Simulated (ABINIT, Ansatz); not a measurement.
# Re (Rhenium): phonons by linear response, part 2 of 4

How does Re (Rhenium) vibrate, and is this structure a minimum?

ABINIT 10.8.3; DFT PBE, scalar-relativistic, plane waves, PseudoDojo norm-conserving pseudopotentials.

So far. Step 3 (Relaxation): The volume changes by +1.6 % in this run and stands +1.6 % from the first cell. Step 4 (Ground state): The cell stands at -0.33 GPa: the relaxation ran with a smoothed and higher cutoff, and the difference is a stress of the finite basis. The relaxed cell has a = 2.774, c = 4.488 Å (conventional setting).

## Step 5: Linear response at Γ

At q = 0 one unit cell holds all displacements. The response is solved for single atoms along the cell's directions, and symmetry skips those that follow from others. The crystal is treated as a metal, which screens a static field, so no field response is asked.

File dfpt_gamma.abi:

```

# common to the responses
getwfk_filepath "gso_WFK"
kptopt 2
nqpt 1
qpt 0.0 0.0 0.0
asr 0
chneut 0

# displacements
rfphon 1
rfatpol 1 2
rfdir 1 1 1
tolvrs 1.0d-10
prtwf 0
prtpot 1

# basis, mesh and filling
ecut 30.0
ngkpt 12 12 6
nshiftk 1
shiftk 0.0 0.0 0.0
istwfk *1
occopt 7
tsmear 0.01
nband 23
nstep 100
diemac 1000000.0
prtebands 0
prtgsr 0

# cell and atoms
acell 5.241934459 5.241934459 8.481541073
rprim 
    1.0 0.0 0.0
    -0.5 0.8660254038 0.0
    0.0 0.0 1.0
ntypat 1
znucl 75
natom 2
typat 1 1
xred 
    1/3 2/3 0.25
    2/3 1/3 0.75
pp_dirpath "./pseudo"
pseudos "Re.upf"
```

Launch:

```
> OMP_NUM_THREADS=1 mpirun -n 16 abinit dfpt_gamma.abi > dfpt_gamma.log
```

Numbers of over 12 decimals in the logs are rounded to 6 here.

dfpt_gamma.abo, the main output file:

```text
[banners, grids, parts of the stress and lines that vanish by symmetry left out]
- input  file    -> dfpt_gamma.abi
- output file    -> dfpt_gamma.abo
- root for input  files -> dfpt_gammai
- root for output files -> dfpt_gammao

 Symmetries : space group P6_3/m m c (#194); Bravais hP (primitive hexag.)
================================================================================
 Values of the parameters that define the memory need of the present run (RF).
     intxc =       0      iscf =       7    lmnmax =       8     lnmax =       8
     mgfft =      45  mpssoang =       4    mqgrid =    3001     natom =       2
  nloc_mem =       1    nspden =       1   nspinor =       1    nsppol =       1
      nsym =      24    n1xccc =    2501    ntypat =       1    occopt =       7
   xclevel =       2
-    mband =          23        mffmem =           1         mkmem =          28
-   mkqmem =          28        mk1mem =          28           mpw =        1605
      nfft =       32805          nkpt =         436
- my_mband =          23
================================================================================
================================================================================

--------------------------------------------------------------------------------
------------- Echo of variables that govern the present computation ------------
--------------------------------------------------------------------------------
-
- outvars: echo of selected default values
-   iomode0 =  0 , fftalg0 =312 , wfoptalg0 =  0
-
- outvars: echo of global parameters not present in the input file
-  max_nthreads =    1
-
 -outvars: echo values of preprocessed input variables
 [... echo left out ...]
================================================================================

 chkinp: Checking input parameters for consistency.

[...]
== DATASET  1 ==================================================================
-   mpi_nproc: 16, omp_nthreads: 1 (-1 if OMP is not activated)

--- !DatasetInfo
iteration_state: {dtset: 1, }
dimensions: {natom: 2, nkpt: 436, mband: 23, nsppol: 1, nspinor: 1, nspden: 1, mpw: 1605, }
cutoff_energies: {ecut:  30.0, pawecutdg:  -1.0, }
electrons: {nelect:   3.00000000E+01, charge:   0.00000000E+00, occopt:   7.00000000E+00, tsmear:   1.00000000E-02, }
meta: {optdriver: 1, rfphon: 1, }
...

 mkfilename: getwfk from: gso_WFK

 Real(R)+Recip(G) space primitive vectors, cartesian coordinates (Bohr,Bohr^-1):
 R(1)=  5.2419345  0.0000000  0.0000000  G(1)=  0.1907693  0.1101407  0.0000000
 R(2)= -2.6209672  4.5396484  0.0000000  G(2)=  0.0000000  0.2202814  0.0000000
 R(3)=  0.0000000  0.0000000  8.4815411  G(3)=  0.0000000  0.0000000  0.1179031
 Unit cell volume ucvol=  2.0183133E+02 bohr^3
 Angles (23,13,12)=  9.00000000E+01  9.00000000E+01  1.20000000E+02 degrees
 setup1 : take into account q-point for computing boxcut.

 getcut: wavevector=  0.0000  0.0000  0.0000  ngfft=  27  27  45
         ecut(hartree)=     30.000   => boxcut(ratio)=   2.01365

--- Pseudopotential description ------------------------------------------------
- pspini: atom type   1  psp file is ./pseudo/Re.upf

   1.62755419E+03                                ecore*ucvol(ha*bohr**3)
--------------------------------------------------------------------------------

 ==>  initialize data related to q vector <==

 The list of irreducible perturbations for this q vector is:
    1)    idir= 1    ipert=   1
    2)    idir= 3    ipert=   1

[...]
The perturbation idir=   2  ipert=   1 is
 symmetric of a previously calculated perturbation.
 So, its SCF calculation is not needed.

 The perturbation idir=   1  ipert=   2 is
 symmetric of a previously calculated perturbation.
 So, its SCF calculation is not needed.

 The perturbation idir=   2  ipert=   2 is
 symmetric of a previously calculated perturbation.
 So, its SCF calculation is not needed.

 The perturbation idir=   3  ipert=   2 is
 symmetric of a previously calculated perturbation.
 So, its SCF calculation is not needed.

--------------------------------------------------------------------------------
 Perturbation wavevector (in red.coord.)   0.000000  0.000000  0.000000
 Perturbation : displacement of atom   1   along direction   1
 Found     2 symmetries that leave the perturbation invariant.

[...]
dfpt_looppert : total number of electrons, from k and k+q
  fully or partially occupied states are    3.000000E+01 and    3.000000E+01.
 Initialisation of the first-order wave-functions :
  ireadwf=   0

--- !BeginCycle
iteration_state: {dtset: 1, }
solver: {iscf: 7, nstep: 100, nline: 4, wfoptalg: 0, }
tolerances: {tolvrs: 1.00E-10, }
...

     iter   2DEtotal(Ha)        deltaE(Ha) residm    vres2
-ETOT  1   1.713704     -1.520E+03 1.970E+00 1.766E+02
 ETOT  2   1.251414     -4.623E-01 4.685E-02 8.851E+00
 ETOT  3   1.244590     -6.824E-03 7.959E-04 1.006E-01
 ETOT  4   1.244509     -8.115E-05 1.179E-04 7.114E-03
 ETOT  5   1.244523      1.451E-05 3.331E-06 5.710E-02
[...]
At SCF step    9       vres2   =  1.06E-11 < tolvrs=  1.00E-10 =>converged.
[...]
Mean square residual over all n,k,spin=   21.553E-14; max=  27.675E-11

 Thirteen components of 2nd-order total energy (hartree) are
 1,2,3: 0th-order hamiltonian combined with 1st-order wavefunctions
     kin0=   1.18178434E+03 eigvalue=   4.55998049E+01  local=  -6.70387826E+02
 4,5,6: 1st-order hamiltonian combined with 1st and 0th-order wfs
 loc psp =  -2.15898372E+03  Hartree=   4.95905899E+02     xc=  -1.00121236E+02
 note that "loc psp" includes a xc core correction that could be resolved
 7,8,9: eventually, occupation + non-local contributions
    edocc=   2.48997106E+02     enl0=   3.18230481E+02   enl1=  -8.81033403E+02
 1-9 gives the relaxation energy (to be shifted if some occ is /=2.0)
   erelax=  -1.52000856E+03
 10,11,12 Non-relaxation  contributions : frozen-wavefunctions and Ewald
 fr.local=   1.02653318E+03 fr.nonlo=   4.40611126E+02  Ewald=   1.83541808E+01
 13,14 Frozen wf xc core corrections (1) and (2)
 frxc 1  =  -1.33064132E+02  frxc 2 =   1.68818710E+02
 Resulting in :
 2DEtotal=    0.1244506273E+01 Ha. Also 2DEtotal=    0.338647408697E+02 eV
    (2DErelax=   -1.5200085621E+03 Ha. 2DEnonrelax=    1.5212530684E+03 Ha)
    (  non-var. 2DEtotal :    1.2445049338E+00 Ha)

[...]
Perturbation wavevector (in red.coord.)   0.000000  0.000000  0.000000
 Perturbation : displacement of atom   1   along direction   3
 Found     6 symmetries that leave the perturbation invariant.

--------------------------------------------------------------------------------

--------------------------------------------------------------------------------

 dfpt_looppert : total number of electrons, from k and k+q
  fully or partially occupied states are    3.000000E+01 and    3.000000E+01.
 Initialisation of the first-order wave-functions :
  ireadwf=   0

--- !BeginCycle
iteration_state: {dtset: 1, }
solver: {iscf: 7, nstep: 100, nline: 4, wfoptalg: 0, }
tolerances: {tolvrs: 1.00E-10, }
...

     iter   2DEtotal(Ha)        deltaE(Ha) residm    vres2
-ETOT  1   14.291564019194     -4.824E+03 5.378E+00 4.851E+04
[...]
ETOT  9   2.821062      6.730E-11 3.551E-08 5.218E-10
 ETOT 10   2.821062      2.383E-10 5.094E-09 8.427E-12

 At SCF step   10       vres2   =  8.43E-12 < tolvrs=  1.00E-10 =>converged.
[...]
Mean square residual over all n,k,spin=   25.458E-13; max=  50.936E-10

 Thirteen components of 2nd-order total energy (hartree) are
 1,2,3: 0th-order hamiltonian combined with 1st-order wavefunctions
     kin0=   3.18745897E+03 eigvalue=   8.59877140E+01  local=  -1.80408178E+03
 4,5,6: 1st-order hamiltonian combined with 1st and 0th-order wfs
 loc psp =  -7.35866786E+03  Hartree=   2.13447434E+03     xc=  -2.80853194E+02
 note that "loc psp" includes a xc core correction that could be resolved
 7,8,9: eventually, occupation + non-local contributions
    edocc=   6.67924595E+02     enl0=   8.44812783E+02   enl1=  -2.31277899E+03
 1-9 gives the relaxation energy (to be shifted if some occ is /=2.0)
   erelax=  -4.83572343E+03
 10,11,12 Non-relaxation  contributions : frozen-wavefunctions and Ewald
 fr.local=   2.67595217E+03 fr.nonlo=   1.15731381E+03  Ewald=   9.11649488E+02
 13,14 Frozen wf xc core corrections (1) and (2)
 frxc 1  =  -3.48327517E+02  frxc 2 =   4.41956541E+02
 Resulting in :
 2DEtotal=    0.2821062220E+01 Ha. Also 2DEtotal=    0.767650136983E+02 eV
    (2DErelax=   -4.8357234260E+03 Ha. 2DEnonrelax=    4.8385444882E+03 Ha)
    (  non-var. 2DEtotal :    2.8210620488E+00 Ha)

[...]
---- first-order wavefunction calculations are completed ----

 ==> Compute Derivative Database <==

 [... matrices left out ...]
  Phonon wavevector (reduced coordinates) :  0.00000  0.00000  0.00000
 Phonon energies in Hartree :
  -1.241145E-05 -4.594563E-06 -4.594562E-06  4.808540E-04  5.165706E-04
   5.165706E-04
 Phonon frequencies in cm-1    :
- -2.723998E+00 -1.008390E+00 -1.008390E+00  1.055352E+02  1.133741E+02
-  1.133741E+02

== END DATASET(S) ==============================================================
================================================================================

 -outvars: echo values of variables after computation
            acell      5.2419344590E+00  5.2419344590E+00  8.4815410730E+00 Bohr
           etotal      2.8210622202E+00
            fcart      0.0000000000E+00  0.0000000000E+00  0.0000000000E+00
           strten      0.0000000000E+00  0.0000000000E+00  0.0000000000E+00
================================================================================
```

It took 41 s on 16 MPI ranks of Arm Neoverse V1, shared host; 11 min of CPU time.

Read from the output:

```
largest acoustic frequency at the zone centre before the sum rule : -2.72 cm⁻¹
highest optical zone-centre mode (no LO-TO term)                  : 113.4 cm⁻¹
lowest optical zone-centre mode                                   : 105.5 cm⁻¹
```

The acoustic modes at Γ come out as far as 2.7 cm⁻¹ from zero, where they should vanish, a small numerical error.

## Step 6: Linear response on the mesh

Linear response treats each wavevector of the 3×3×2 mesh in the unit cell; the first-order potentials are kept for the electron-phonon matrix elements.

File dfpt_q.abi:

```
ndtset 5

# wavevectors
qpt1 0.3333333333 0.0 0.0
qpt2 0.3333333333 0.3333333333 0.0
qpt3 0.0 0.0 0.5
qpt4 0.3333333333 0.0 0.5
qpt5 0.3333333333 0.3333333333 0.5

# displacements
getwfk_filepath "gso_WFK"
getwfq_filepath "gso_WFK"
kptopt 3
nqpt 1
rfphon 1
rfatpol 1 2
rfdir 1 1 1
tolvrs 1.0d-10
prtwf 0
prtpot 1

# basis, mesh and filling
ecut 30.0
ngkpt 12 12 6
nshiftk 1
shiftk 0.0 0.0 0.0
istwfk *1
occopt 7
tsmear 0.01
nband 23
nstep 100
diemac 1000000.0
prtebands 0
prtgsr 0

# cell and atoms
acell 5.241934459 5.241934459 8.481541073
rprim 
    1.0 0.0 0.0
    -0.5 0.8660254038 0.0
    0.0 0.0 1.0
ntypat 1
znucl 75
natom 2
typat 1 1
xred 
    1/3 2/3 0.25
    2/3 1/3 0.75
pp_dirpath "./pseudo"
pseudos "Re.upf"
```

Launch:

```
> OMP_NUM_THREADS=1 mpirun -n 16 abinit dfpt_q.abi > dfpt_q.log
```

dfpt_q.abo, the main output file:

```text
[banners, grids, parts of the stress and lines that vanish by symmetry left out]
- input  file    -> dfpt_q.abi
- output file    -> dfpt_q.abo
- root for input  files -> dfpt_qi
[...]
DATASET    1 : space group P6_3/m m c (#194); Bravais hP (primitive hexag.)
[...]
nfft =       32805          nkpt =         864
[...]
DATASET    2 : space group P6_3/m m c (#194); Bravais hP (primitive hexag.)
[...]
nfft =       32805          nkpt =         864
[...]
DATASET    3 : space group P6_3/m m c (#194); Bravais hP (primitive hexag.)
[...]
nfft =       32805          nkpt =         864
[...]
DATASET    4 : space group P6_3/m m c (#194); Bravais hP (primitive hexag.)
[...]
nfft =       32805          nkpt =         864
[...]
DATASET    5 : space group P6_3/m m c (#194); Bravais hP (primitive hexag.)
[...]
nfft =       32805          nkpt =         864
[...]
== DATASET  1 ==================================================================
[...]
cutoff_energies: {ecut:  30.0, pawecutdg:  -1.0, }
[...]
Perturbation : displacement of atom   1   along direction   1
[...]
-ETOT  1   15.885066397896     -1.876E+03 2.427E+00 9.278E+04
 ETOT  2   79.589547549245      6.370E+01 6.635E+00 6.109E+05
 ETOT  3   5.761903     -7.383E+01 5.105E+00 6.182E+03
 ETOT  4   4.991228     -7.707E-01 9.009E+00 1.290E+02
 ETOT  5   4.956631     -3.460E-02 1.747E+00 1.900E+01
[...]
At SCF step   14       vres2   =  3.22E-11 < tolvrs=  1.00E-10 =>converged.
[...]
Perturbation : displacement of atom   1   along direction   2
[...]
-ETOT  1   2.731402     -1.564E+03 1.868E+00 2.146E+02
[...]
At SCF step   12       vres2   =  3.13E-11 < tolvrs=  1.00E-10 =>converged.
[...]
Perturbation : displacement of atom   1   along direction   3
[...]
-ETOT  1   12.941301928534     -4.459E+03 5.376E+00 1.120E+04
[...]
At SCF step   13       vres2   =  1.75E-12 < tolvrs=  1.00E-10 =>converged.
[...]
Phonon wavevector (reduced coordinates) :  0.33333  0.00000  0.00000
 Phonon energies in Hartree :
[...]
Phonon frequencies in cm-1    :
-  9.910850E+01  1.045846E+02  1.160878E+02  1.522437E+02  1.694317E+02
-  1.781625E+02
[...]
== DATASET  2 ==================================================================
[...]
cutoff_energies: {ecut:  30.0, pawecutdg:  -1.0, }
[...]
- 75.00000  15.00000  171031                  znucl, zion, pspdat
[...]
Perturbation : displacement of atom   1   along direction   1
[...]
-ETOT  1   7.141886     -1.796E+03 4.977E+00 4.403E+03
[...]
At SCF step   11       vres2   =  1.07E-11 < tolvrs=  1.00E-10 =>converged.
[...]
Perturbation : displacement of atom   1   along direction   3
[...]
-ETOT  1   6.197446     -4.362E+03 6.391E+00 9.706E+03
[...]
ETOT 10   2.565883     -7.549E-11 3.560E+00 7.797E-09
 ETOT 11   2.565883     -1.419E-10 2.366E+00 9.755E-12
 At SCF step   11       vres2   =  9.76E-12 < tolvrs=  1.00E-10 =>converged.
[...]
Phonon wavevector (reduced coordinates) :  0.33333  0.33333  0.50000
 Phonon energies in Hartree :
[...]
Phonon frequencies in cm-1    :
-  4.747321E+01  4.747321E+01  1.543999E+02  1.543999E+02  1.903100E+02
-  1.903100E+02
[...]
strten3     0.0000000000E+00  0.0000000000E+00  0.0000000000E+00
           
================================================================================
```

Run time: 15 min. Hardware: 16 MPI ranks.

Read from the output:

| Item | Value |
| --- | --- |
| lowest mode on the q mesh (acoustic ones at the zone centre apart) | 47.47 cm⁻¹ |

Frequencies (cm⁻¹) before the sum rule at the irreducible wavevectors but Γ, which is solved apart; negative means imaginary. Frequencies by wavevector:

| q (fractions) | star | mode 1 | mode 2 | mode 3 | mode 4 | mode 5 | mode 6 |
| --- | --- | --- | --- | --- | --- | --- | --- |
| 0.3333 0 0 | 6 | 99.11 | 104.6 | 116.1 | 152.2 | 169.4 | 178.2 |
| 0.3333 0.3333 0 | 2 | 121.7 | 150.9 | 150.9 | 152.9 | 187.5 | 187.5 |
| 0 0 0.5 | 1 | 80.21 | 80.21 | 80.21 | 80.21 | 161.9 | 161.9 |
| 0.3333 0 0.5 | 6 | 112.2 | 112.2 | 114.2 | 114.2 | 176.6 | 176.6 |
| 0.3333 0.3333 0.5 | 2 | 47.47 | 47.47 | 154.4 | 154.4 | 190.3 | 190.3 |

(Part 2 of 4 ends here.)

[Host names and launcher messages were left out of these logs when they were recorded.]

[Logs are printed without paths, hosts, clocks, repeated set-up lines and the standing remarks that a program may print on its own settings, such as how far it seeks lower states.]

[Hosts, paths, dates, database ids (printed as entryN), source tags and the programs' standing remarks are cut or masked in the printed files.]
